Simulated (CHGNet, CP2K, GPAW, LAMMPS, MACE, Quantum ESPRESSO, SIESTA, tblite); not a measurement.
# Predicting plane-wave site energies from GPAW dzp, PBE: Sn in place of Ge in amorphous Ge (61 atoms)

Density of this cell: 5.38 g/cm³. The cell holds 61 atoms: 61 Ge. Its edges and angles: a = 11.099 Å, b = 11.099 Å, c = 11.099 Å, α = 90.0°, β = 90.0°, γ = 90.0°. 61 atoms (61 Ge) placed at random at 5.38 g/cm³, melted at 3500 K for 10 ps at fixed volume with the Tersoff potential (Tersoff, Phys. Rev. B 39, 5566 (1989)). Quenched from 3500 K to 100 K at 5 K/ps and fixed volume, held 5 ps, then minimised at fixed cell. Then the atoms were relaxed with MACE MPA-0 medium in the fixed cell.

Calculated with Quantum ESPRESSO 7.5: PBE; plane waves, SSSP efficiency, 60/480 Ry; k-points Γ. The cheaper level is PBE; dzp orbitals, PAW, h 0.18 Å; k-points Γ. Each row is one cell with Sn in place of Ge, relaxed with MACE MPA-0 medium; both levels solve the same cells, and energies are counted from site Ge35 at each level.

| energy from GPAW dzp, PBE (eV) | energy from plane waves (eV) | site |
| --- | --- | --- |
| 0.000 | 0 | Ge35 |
| 0.132 | 0.02079 | Ge61 |
| 0.301 | 0.2429 | Ge33 |
| 0.384 | ? | ? |
| 0.407 | 0.3261 | Ge16 |

Task: Fit a straight line to the rows given and interpolate to the withheld row.

Worked fit:

Take u as the energy from GPAW dzp, PBE and v as that from plane waves.

| u (eV) | v (eV) |
| --- | --- |
| 0 | 0 |
| 0.131833 | 0.0207900 |
| 0.300795 | 0.242913 |
| 0.406791 | 0.326149 |

With n = 4: mean u = 0.209855, mean v = 0.147463, Σ(u − ū)² = 0.097180, Σ(u − ū)(v − v̄) = 0.084699. Slope b = 0.084699 / 0.097180 = 0.87157; intercept a = v̄ − b ū = -0.035439.

At the withheld site u = 0.3844, and v = a + b u.

Prediction at 0.384: 0.2996 eV. The run gave 0.2582 eV, so the fit is high by 0.041 eV (16 % of the value).

The slope of 0.87 says that GPAW dzp, PBE spreads the sites about as widely as plane waves do. Taken as it stands, without the line, its value misses the withheld site by 0.13 eV. Among the rows given, the largest miss of the fit is at 0.132, by 0.059 eV (18 % of the range of the table).

Limits: Few sites, one cell. The geometries are those of MACE MPA-0 medium, not of DFT.

[Hosts, paths, dates, database ids (printed as entryN), source tags and the programs' standing remarks are cut or masked in the printed files.]
